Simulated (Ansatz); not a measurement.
# P on Al(111): change of the work function, part 3 of 4

How does P on the fcc site change the work function of Al(111) as the layer fills?

Ansatz 0.2.0; plane-wave DFT, PBE, Ansatz PAW.

So far, work function, upper face (eV): step 2 (the clean slab) 4.02; step 3 (37 atoms, coverage 0.111 ML, cell 3x3) 4.45.

**4. Adsorbate added, k-mesh 6×6×1, coverage 0.25 ML**

System of this step: Al16P (P/Al(111)). The cell holds 17 atoms: 16 Al and 1 P. Its edges and angles: a = 5.728 Å, b = 5.728 Å, c = 26.625 Å, α = 90.0°, β = 90.0°, γ = 60.0°. Vacuum lies along c.

Another coverage, to see how the dipoles act on each other as their distance changes.

Contents of input.yaml:

```yaml
crystal:
  lattice:
    - [5.7275649276, 0.0, 0.0]
    - [2.8637824638, 4.9602167292, 0.0]
    - [0.0, 0.0, 26.6252150052]
  atoms:
    - { symbol: Al, position: [0.0, 0.0, 0.3380254394] }
    - { symbol: Al, position: [0.1666666667, 0.1666666667, 0.4258470246] }
    - { symbol: Al, position: [0.3333333333, 0.3333333333, 0.5116938848] }
    - { symbol: Al, position: [0.0, 0.0, 0.5993383424] }
    - { symbol: Al, position: [0.0, 0.5, 0.3380254394] }
    - { symbol: Al, position: [0.1666666667, 0.6666666667, 0.4258470246] }
    - { symbol: Al, position: [0.3333333333, 0.8333333333, 0.5116938848] }
    - { symbol: Al, position: [0.0, 0.5, 0.5993383424] }
    - { symbol: Al, position: [0.5, 0.0, 0.3380254394] }
    - { symbol: Al, position: [0.6666666667, 0.1666666667, 0.4258470246] }
    - { symbol: Al, position: [0.8333333333, 0.3333333333, 0.5116938848] }
    - { symbol: Al, position: [0.5, 0.0, 0.5993383424] }
    - { symbol: Al, position: [0.5, 0.5, 0.3380254394] }
    - { symbol: Al, position: [0.6666666667, 0.6666666667, 0.4258470246] }
    - { symbol: Al, position: [0.8333333333, 0.8333333333, 0.5116938848] }
    - { symbol: Al, position: [0.5, 0.5, 0.5993383424] }
    - { symbol: P, position: [0.1666666667, 0.1666666667, 0.6619745606] }
kpoints:
  mp_grid: { grid: [6, 6, 1] }
hamiltonian:
  xc: pbe
scf:
  occupations: { method: fermi_dirac, width: 0.1 }
  convergence: { dr2_threshold: 1.0e-08 }
efield:
  axis: 3
  dipole_correction: true
  ramp_position: 0.97
  ramp_width: 0.06
relax:
  f_tol: 0.02
  max_steps: 60
  constraints: [{ sites: [0, 1, 4, 5, 8, 9, 12, 13] }]
output:
  dos: { projected: true, e_range: [-8, 4] }
  write_potential: true
  write_density: true
  volumetric_format: npy
  elf: true
```

Command:

```bash
> ansatz run input.yaml --threads 2 --pin off --max-ram 4096MiB --backend cpu --events-out ev --progress --plain --runs-dir out
```

Numbers of over 12 decimals in the logs are rounded to 6 here.

The log of the run:

```text
[...]
Crystal: 17 atoms, lattice volume = 756.421 Å³
Basis set: ecut = 420 eV, 14885 PW (Γ), exchange–correlation on 80×80×360 points (8 copies of the dense FFT grid, shifted against one another)
Bands: 44, of which v1, the nominal top of the filled ones, is band 27 counted from 1 (26 counted from 0)
Symmetry: 6 space group operations
[...]
k-points: 7 of 36 (time reversal used)
[...]
SCF iter   1: F=—  HF=-9353.513273 eV  |F-HF|=—  |Δ(HF+E_count)|=         —  Δρ=1.31e-3  dr2=1.11e-1  ethr=1.77e-3  p=-0.146 e·Å  D=-3.50e-2 V/Å  ΔV_dip=0.93 eV  dr2_dipole=2.70e-2  V_vac-E_F(+/−)=4.90/3.97 eV  ⟨swp⟩=13.3  Hψ=2132  notcnv=0  defer=4
[...]
SCF iter   8: F=-9353.511256 eV  HF=-9353.511256 eV  |F-HF|=5.68e-9  |Δ(HF+E_count)|=   7.05e-8  Δρ=5.32e-7  dr2=6.17e-9  ethr=1.89e-11  p=-0.136 e·Å  D=-3.26e-2 V/Å  ΔV_dip=0.87 eV  dr2_dipole=1.83e-10  V_vac-E_F(+/−)=4.87/4.00 eV  ⟨swp⟩=17.9  Hψ=2478  notcnv=0
SCF 1 converged in 8 iterations: F = -9353.511256 eV  dr2 = 6.17e-9
[...]
relax step   1: F+E_penalty+E_count = -9353.51125644 eV  Δ(F+E_penalty+E_count) = +0.000e0 eV  max|allowed force component| = 6.043e-1 eV/Å  Δτ_max = 0.0000 Å  (8 SCF iters, accepted)
[...]
SCF iter   1: F=—  HF=-9353.633036 eV  |F-HF|=—  |Δ(HF+E_count)|=         —  Δρ=1.88e-3  dr2=1.06e-1  ethr=1.29e-4  p=-0.136 e·Å  D=-3.26e-2 V/Å  ΔV_dip=0.87 eV  dr2_dipole=2.08e-2  V_vac-E_F(+/−)=4.88/4.01 eV  ⟨swp⟩=1.9  Hψ=1356  notcnv=0  defer=13
[...]
eigensolver tolerance schedule calibrated: the retry pair's looser diagonalisation under-reported the residual by θ = 0.35 (0.26/decade); ethr = c·dr2/N_el runs at the constant in force after the calibration composes with the one it found (an armed cap, an earlier calibration), c = 1.5e-2
[...]
SCF iter   2: F=—  HF=-9353.618540 eV  |F-HF|=—  |Δ(HF+E_count)|=   1.45e-2  Δρ=1.05e-3  dr2=2.05e-2  ethr=3.03e-5  p=-0.153 e·Å  D=-3.65e-2 V/Å  ΔV_dip=0.97 eV  dr2_dipole=1.83e-4  V_vac-E_F(+/−)=4.95/3.98 eV  ⟨swp⟩=3.4  Hψ=716  notcnv=0  defer=13
[...]
SCF iter   8: F=-9353.615081 eV  HF=-9353.615081 eV  |F-HF|=8.63e-9  |Δ(HF+E_count)|=   5.52e-8  Δρ=3.01e-7  dr2=1.76e-9  ethr=2.85e-12  p=-0.151 e·Å  D=-3.61e-2 V/Å  ΔV_dip=0.96 eV  dr2_dipole=9.67e-11  V_vac-E_F(+/−)=4.93/3.97 eV  ⟨swp⟩=18.3  Hψ=2183  notcnv=0
SCF 2 converged in 8 iterations: F = -9353.615081 eV  dr2 = 1.76e-9
[...]
relax step   2: F+E_penalty+E_count = -9353.61508066 eV  Δ(F+E_penalty+E_count) = -1.038e-1 eV  max|allowed force component| = 1.644e-1 eV/Å  Δτ_max = 0.1594 Å  (8 SCF iters, accepted)
SCF iter   1: F=—  HF=-9353.624168 eV  |F-HF|=—  |Δ(HF+E_count)|=         —  Δρ=6.76e-4  dr2=2.38e-2  ethr=1.35e-4  p=-0.151 e·Å  D=-3.61e-2 V/Å  ΔV_dip=0.96 eV  dr2_dipole=2.18e-3  V_vac-E_F(+/−)=4.92/3.96 eV  ⟨swp⟩=2.0  Hψ=715  notcnv=0  defer=13
[...]
SCF iter   7: F=-9353.621141 eV  HF=-9353.621141 eV  |F-HF|=2.15e-8  |Δ(HF+E_count)|=   7.63e-8  Δρ=5.20e-7  dr2=3.63e-9  ethr=1.89e-11  p=-0.148 e·Å  D=-3.55e-2 V/Å  ΔV_dip=0.94 eV  dr2_dipole=3.99e-12  V_vac-E_F(+/−)=4.92/3.97 eV  ⟨swp⟩=15.7  Hψ=2354  notcnv=0
SCF 3 converged in 7 iterations: F = -9353.621141 eV  dr2 = 3.63e-9
relax step   3: F+E_penalty+E_count = -9353.62114113 eV  Δ(F+E_penalty+E_count) = -6.060e-3 eV  max|allowed force component| = 8.469e-2 eV/Å  Δτ_max = 0.0263 Å  (7 SCF iters, accepted)
SCF iter   1: F=—  HF=-9353.621723 eV  |F-HF|=—  |Δ(HF+E_count)|=         —  Δρ=1.27e-4  dr2=9.57e-4  ethr=1.86e-5  p=-0.148 e·Å  D=-3.55e-2 V/Å  ΔV_dip=0.94 eV  dr2_dipole=1.13e-4  V_vac-E_F(+/−)=4.92/3.97 eV  ⟨swp⟩=2.1  Hψ=654  notcnv=0  defer=4
[...]
SCF iter   6: F=-9353.621581 eV  HF=-9353.621581 eV  |F-HF|=7.41e-9  |Δ(HF+E_count)|=   4.89e-8  Δρ=2.40e-7  dr2=1.61e-9  ethr=1.89e-11  p=-0.148 e·Å  D=-3.53e-2 V/Å  ΔV_dip=0.94 eV  dr2_dipole=4.04e-12  V_vac-E_F(+/−)=4.91/3.97 eV  ⟨swp⟩=13.0  Hψ=2064  notcnv=0
SCF 4 converged in 6 iterations: F = -9353.621581 eV  dr2 = 1.61e-9
[...]
relax step   4: F+E_penalty+E_count = -9353.62158073 eV  Δ(F+E_penalty+E_count) = -4.396e-4 eV  max|allowed force component| = 1.561e-2 eV/Å  Δτ_max = 0.0085 Å  (6 SCF iters, accepted)
[...]
WARN: The output density's exchange-correlation potential varies sharply where the density is thin. Do not read a vacuum level from v_tot or v_xc, or from such a field of the output density. On a cell that repeats whose density bears no net charge and no dipole along the vacuum's axis use v_es (v_loc + v_h of the components); under efield.dipole_correction with no amplitude use v_es + v_field, which holds any externa [...]
SCF converged after 6 iterations
Free energy (F): -9353.621581 eV
[...]
Internal energy: -9353.365006 eV  (E = F + TS)
E sigma→0 (E₀):  -9353.493293 eV
Entropy (-TS):   -0.256575 eV (-15.093 meV/atom)
Fermi energy:    0.186132 eV
Dipole field:    D = -0.035344 V/Å  (p = -0.147748 e·Å, saw-weighted, corrected)
Work function:   Φ+ = 4.9132 eV   Φ− = 3.9721 eV
[...]
--- Forces (eV/Å), atoms counted from 1 ---
  atom   1  Al    -0.02730672    -0.01576554     0.03891927
  atom   2  Al     0.00000000    -0.00000000     0.03281986
  atom   3  Al     0.00370982     0.00214186    -0.00084545
  atom   4  Al     0.00268455     0.00154993     0.00591684
  atom   5  Al    -0.00000000     0.03153108     0.03891927
  atom   6  Al     0.00905848    -0.00522992    -0.04803189
  atom   7  Al    -0.00000000    -0.00428373    -0.00084545
  atom   8  Al    -0.00000000    -0.00309985     0.00591684
  atom   9  Al     0.02730672    -0.01576554     0.03891927
  atom  10  Al     0.00000000     0.01045984    -0.04803189
  atom  11  Al    -0.00370982     0.00214186    -0.00084545
  atom  12  Al    -0.00268455     0.00154993     0.00591684
  atom  13  Al    -0.00000000    -0.00000000    -0.00240698
  atom  14  Al    -0.00905848    -0.00522992    -0.04803189
  atom  15  Al     0.00000000     0.00000000     0.00091510
  atom  16  Al     0.00000000    -0.00000000    -0.00359657
  atom  17  P      0.00000000    -0.00000000    -0.01561165
  max |Σ_I F_I| component: 3.91e-6 eV/Å
--- Band table (eV; the first three rows and the last of 7) ---
  k-point 0: bands = [... 23 lower, -1.9053, -1.1126, -1.1126, -0.4210, 0.0015, 0.1468, 0.2273, 0.2273, ... 13 higher]
  k-point 1: bands = [... 23 lower, -1.3727, -0.9401, -0.8718, -0.4544, 0.1560, 0.2317, 0.3224, 0.6749, ... 13 higher]
  k-point 2: bands = [... 23 lower, -0.6000, -0.2759, -0.1643, 0.4314, 0.6198, 0.6356, 0.8254, 1.2114, ... 13 higher]
  k-point 6: bands = [... 23 lower, -0.6568, -0.5575, 0.0444, 0.8201, 1.1998, 1.6545, 1.6826, 2.1000, ... 13 higher]
--- Relaxed structure (4 steps of the walk, 4 accepted, 0 SCFs on fresh bases) ---
  F+E_penalty+E_count = -9353.62158073 eV   max|allowed force component| = 1.561e-2 eV/Å
  atoms:
[...]
- { symbol: Al, position: [0.166667, 0.166667, 0.4258470246] }
    - { symbol: Al, position: [0.331860, 0.331860, 0.511866] }
    - { symbol: Al, position: [-0.00750945, -0.00750945, 0.601120] }
    - { symbol: Al, position: [0.0, 0.500000, 0.3380254394] }
    - { symbol: Al, position: [0.166667, 0.666667, 0.4258470246] }
    - { symbol: Al, position: [0.331860, 0.836280, 0.511866] }
    - { symbol: Al, position: [-0.00750945, 0.515019, 0.601120] }
    - { symbol: Al, position: [0.500000, -1.7959490104491818e-17, 0.3380254394] }
    - { symbol: Al, position: [0.666667, 0.166667, 0.4258470246] }
    - { symbol: Al, position: [0.836280, 0.331860, 0.511866] }
    - { symbol: Al, position: [0.515019, -0.00750945, 0.601120] }
    - { symbol: Al, position: [0.500000, 0.500000, 0.3380254394] }
    - { symbol: Al, position: [0.666667, 0.666667, 0.4258470246] }
    - { symbol: Al, position: [0.833333, 0.833333, 0.509888] }
    - { symbol: Al, position: [0.500000, 0.500000, 0.594032] }
    - { symbol: P, position: [0.166667, 0.166667, 0.661067] }
```

The job ended after 44 s (2 threads of Arm Neoverse V1, shared host; peak memory 0.87 GiB).

Relaxation path:

```
step  energy less that of the first step (eV)  largest force component (eV/Å)
   1                                   0.0000                          0.6043
   2                                  -0.1038                          0.1644
   3                                  -0.1099                          0.0847
   4                                  -0.1103                          0.0156
```

The run keeps the 6 symmetry operations that it works with, so distortions that break them were not tested.

The atoms that moved most (Å):

```
atom      dx      dy      dz  length
Al16   0.000   0.000  -0.141   0.141
 Al4  -0.065  -0.037   0.047   0.088
Al12   0.065  -0.037   0.047   0.088
 Al8   0.000   0.074   0.047   0.088
Al15   0.000   0.000  -0.048   0.048
 P17   0.000   0.000  -0.024   0.024
 Al3  -0.013  -0.007   0.005   0.015
 Al7   0.000   0.015   0.005   0.015
```

Final coordinates:

```cif
data_structure
_symmetry_space_group_name_H-M 'P 1'
_symmetry_Int_Tables_number 1
_cell_length_a 5.7276
_cell_length_b 5.7276
_cell_length_c 26.6252
_cell_angle_alpha 90.000
_cell_angle_beta 90.000
_cell_angle_gamma 60.000
_cell_volume 756.42
loop_
_atom_site_label
_atom_site_type_symbol
_atom_site_fract_x
_atom_site_fract_y
_atom_site_fract_z
_atom_site_occupancy
Al1 Al 0.00000 0.00000 0.33803 1
Al2 Al 0.16667 0.16667 0.42585 1
Al3 Al 0.33186 0.33186 0.51187 1
Al4 Al 0.99249 0.99249 0.60112 1
Al5 Al 0.00000 0.50000 0.33803 1
Al6 Al 0.16667 0.66667 0.42585 1
Al7 Al 0.33186 0.83628 0.51187 1
Al8 Al 0.99249 0.51502 0.60112 1
Al9 Al 0.50000 0.00000 0.33803 1
Al10 Al 0.66667 0.16667 0.42585 1
Al11 Al 0.83628 0.33186 0.51187 1
Al12 Al 0.51502 0.99249 0.60112 1
Al13 Al 0.50000 0.50000 0.33803 1
Al14 Al 0.66667 0.66667 0.42585 1
Al15 Al 0.83333 0.83333 0.50989 1
Al16 Al 0.50000 0.50000 0.59403 1
P17 P 0.16667 0.16667 0.66107 1
```

This step gave:

- energy at zero smearing: -9353.4933 eV
- work function, upper face: 4.913 eV
- work function, lower face: 3.972 eV
- dipole along the normal: -0.1477 e·Å
- step between the vacuum levels: 0.9411 eV

The density of states has structure finer than the step of the table below, so its rows give means over 0.25 eV, whole bins alone (the curve runs from -8 to 1.98 eV). Peaks (eV: height): -2.830: 13.1, -2.590: 38.5, -2.500: 34.4, -0.870: 18.8, -0.630: 14.8, -0.570: 24.1, 1.530: 13.6.

Density of states against energy, zero at the Fermi level; means over each step:

```
energy (eV)  density of states (states/eV a cell)
      -7.75                                  5.07
      -7.50                                  5.36
      -7.25                                  3.13
      -7.00                                  3.27
      -6.75                                  2.70
      -6.50                                  5.71
      -6.25                                  4.28
      -6.00                                  5.01
      -5.75                                  3.13
      -5.50                                  2.90
      -5.25                                  6.81
      -5.00                                  4.97
      -4.75                                  7.34
      -4.50                                  5.35
      -4.25                                  2.96
      -4.00                                  6.67
      -3.75                                  7.87
      -3.50                                  5.84
      -3.25                                  4.32
      -3.00                                  6.21
      -2.75                                  8.24
      -2.50                                  14.2
      -2.25                                  4.90
      -2.00                                  8.06
      -1.75                                  7.03
      -1.50                                  6.82
      -1.25                                  6.48
      -1.00                                  7.60
      -0.75                                  7.36
      -0.50                                  8.97
      -0.25                                  5.21
       0.00                                  7.68
       0.25                                  8.19
       0.50                                  6.41
       0.75                                  7.85
       1.00                                  7.88
       1.25                                  8.20
       1.50                                  8.04
       1.75                                  6.65
```

Projected DOS per atom over height of the atomic layer and energy from the Fermi level. Layers: Al4 Al4 Al4 Al4 P from below.

Ten even steps from '_' (0.08 states/eV) to '@' (1.26 states/eV), each cell a mean:
```
::::::::..
------::::
--::::::::
--::::::::
--::::..--
--::::::--
--::::::==
::::::::**
--::::--%%
::::::::@@
------::%%
........==
--::::::**
........--
::::::::--
::::::::..
..____..__
........__
..::::..__
__________
......____
........__
```
Columns: height of the atomic layer (Å) from 9 to 17.6 (not evenly spaced); rows upwards: energy from the Fermi level (eV) from -7.96 to 1.95.

Valence density in the ca plane at fractional y = 0.167, with atoms of Al and P within 0.2 Å of it. It is the smooth field of the valence electrons, not physical close to the nuclei.

Ten even steps from '0' (0.00 e/Å³) to '9' (0.68 e/Å³), each cell a mean:
```
32222222222222332222233432100000000000000000
32222222222222232222222211000000000000000000
33222222222233222223321100000000000000000000
22222211223222221222321000000000000000000000
22223211123222211122221000000000000000000000
22223211123222221122221000000000000000000000
33222222233223222223321100000000000000000000
33222223222222322222222110000000000000000000
32222222222222232222233221100000000000000000
33222223222222322222335554310000000000000000
33222222233233222122347998731000000000000000
22223211123322221112359846951000000000000000
22223211123322221112359724962000000000000000
22222211223233221112358988841000000000000000
33222222222233322222346787520000000000000000
```
Columns run along c (16.0 Å, from fractional 0.33 to 0.93 of the cell), rows up along a (5.7 Å). Atoms in or near the plane, at fractional coordinates: Al at (0.43, 0.17), Al at (0.43, 0.67), P at (0.66, 0.17).

Electrostatic potential energy in the ca plane at fractional y = 0.167, with atoms of Al and P within 0.2 Å of it. With pseudopotentials it is smooth inside the atoms' cores, unlike the true potential.

Ten even steps from '0' (-18 eV) to '9' (5 eV), each cell a mean:
```
22478776778631257753246778899999999999999999
22478776778631257753236899999999999999999999
55677532357754567765457899999999999999999999
77776201026777778887778999999999999999999999
88875035315888888888888999999999999999999999
77875124116887788887788999999999999999999999
66777410147766678876567899999999999999999999
33577754577743357764347899999999999999999999
22478877788631247753236889999999999999999999
33577754577642357764456656799999999999999999
66777410147765678877665100379999999999999999
77875124116887788888872000058999999999999999
88875035305888888888872000058999999999999999
77776201026777778887773000169999999999999999
44677532367754467875566423689999999999999999
```
Columns run along c (16.0 Å, from fractional 0.33 to 0.93 of the cell; values clipped at the 3rd and 97th percentile), rows up along a (5.7 Å). Atoms in or near the plane, at fractional coordinates: Al at (0.43, 0.17), Al at (0.43, 0.67), P at (0.66, 0.17).

ELF in the ca plane at fractional y = 0.167, with atoms of Al and P within 0.2 Å of it. It is the smooth field of the valence electrons, not physical close to the nuclei.

Ten even steps from '0' (0.00) to '9' (0.93), each cell a mean:
```
75555566555554566654457778775421000000000000
75555566555554566665445544432100000000000000
76555654566666555556664321110000000000000000
66556510156666543356775310000000000000000000
65556302047665432246776310000000000000000000
66556401147665432246775310000000000000000000
76556632356666544456764310000000000000000000
76555666655555566566554433221100000000000000
65555566555544566664456666654210000000000000
76555666655555666544567888887531000000000000
76556632356666654334578878998742000000000000
65556401046666543223567412899852100000000000
65556302037666542123566201899853100000000000
66556510156666543223577645999752100000000000
76555655566666665444578889998631000000000000
```
Columns run along c (16.0 Å, from fractional 0.33 to 0.93 of the cell), rows up along a (5.7 Å). Atoms in or near the plane, at fractional coordinates: Al at (0.43, 0.17), Al at (0.43, 0.67), P at (0.66, 0.17).

The relaxation took 4 steps and lowered the energy by 0.11 eV; the largest force on the free atoms ends at 0.016 eV/Å.

By hand: a sheet of dipoles makes a step −p/(ε₀A) in the electron's potential. With e/ε₀ = 180.95 V·Å, p = -0.1477 e·Å and A = 28.41 Å², that is −180.95 × (-0.1477) / 28.41 = +0.941 eV, and the two vacuum levels of the run differ by +0.941 eV.

The covered face has 4.91 eV, +0.89 eV against the clean one; the bare back face has moved by -0.05 eV, a measure of how thin the slab is.

[end of part 3 of 4]

[Logs are printed without paths, hosts, clocks, repeated set-up lines and the standing remarks that a program may print on its own settings, such as how far it seeks lower states.]

[Hosts, paths, dates, database ids (printed as entryN), source tags and the programs' standing remarks are cut or masked in the printed files.]

[Maps of the electrostatic potential energy from Ansatz leave out the sawtooth potential of an applied field or a dipole correction, so their vacuum need not be flat; planar profiles and work functions include it.]

[The density of states shown here was stored with 400 of the rows of the run's finer table, so its peaks can read low, often by over a quarter, or be missed, and its means over a window can be off by a tenth or more.]
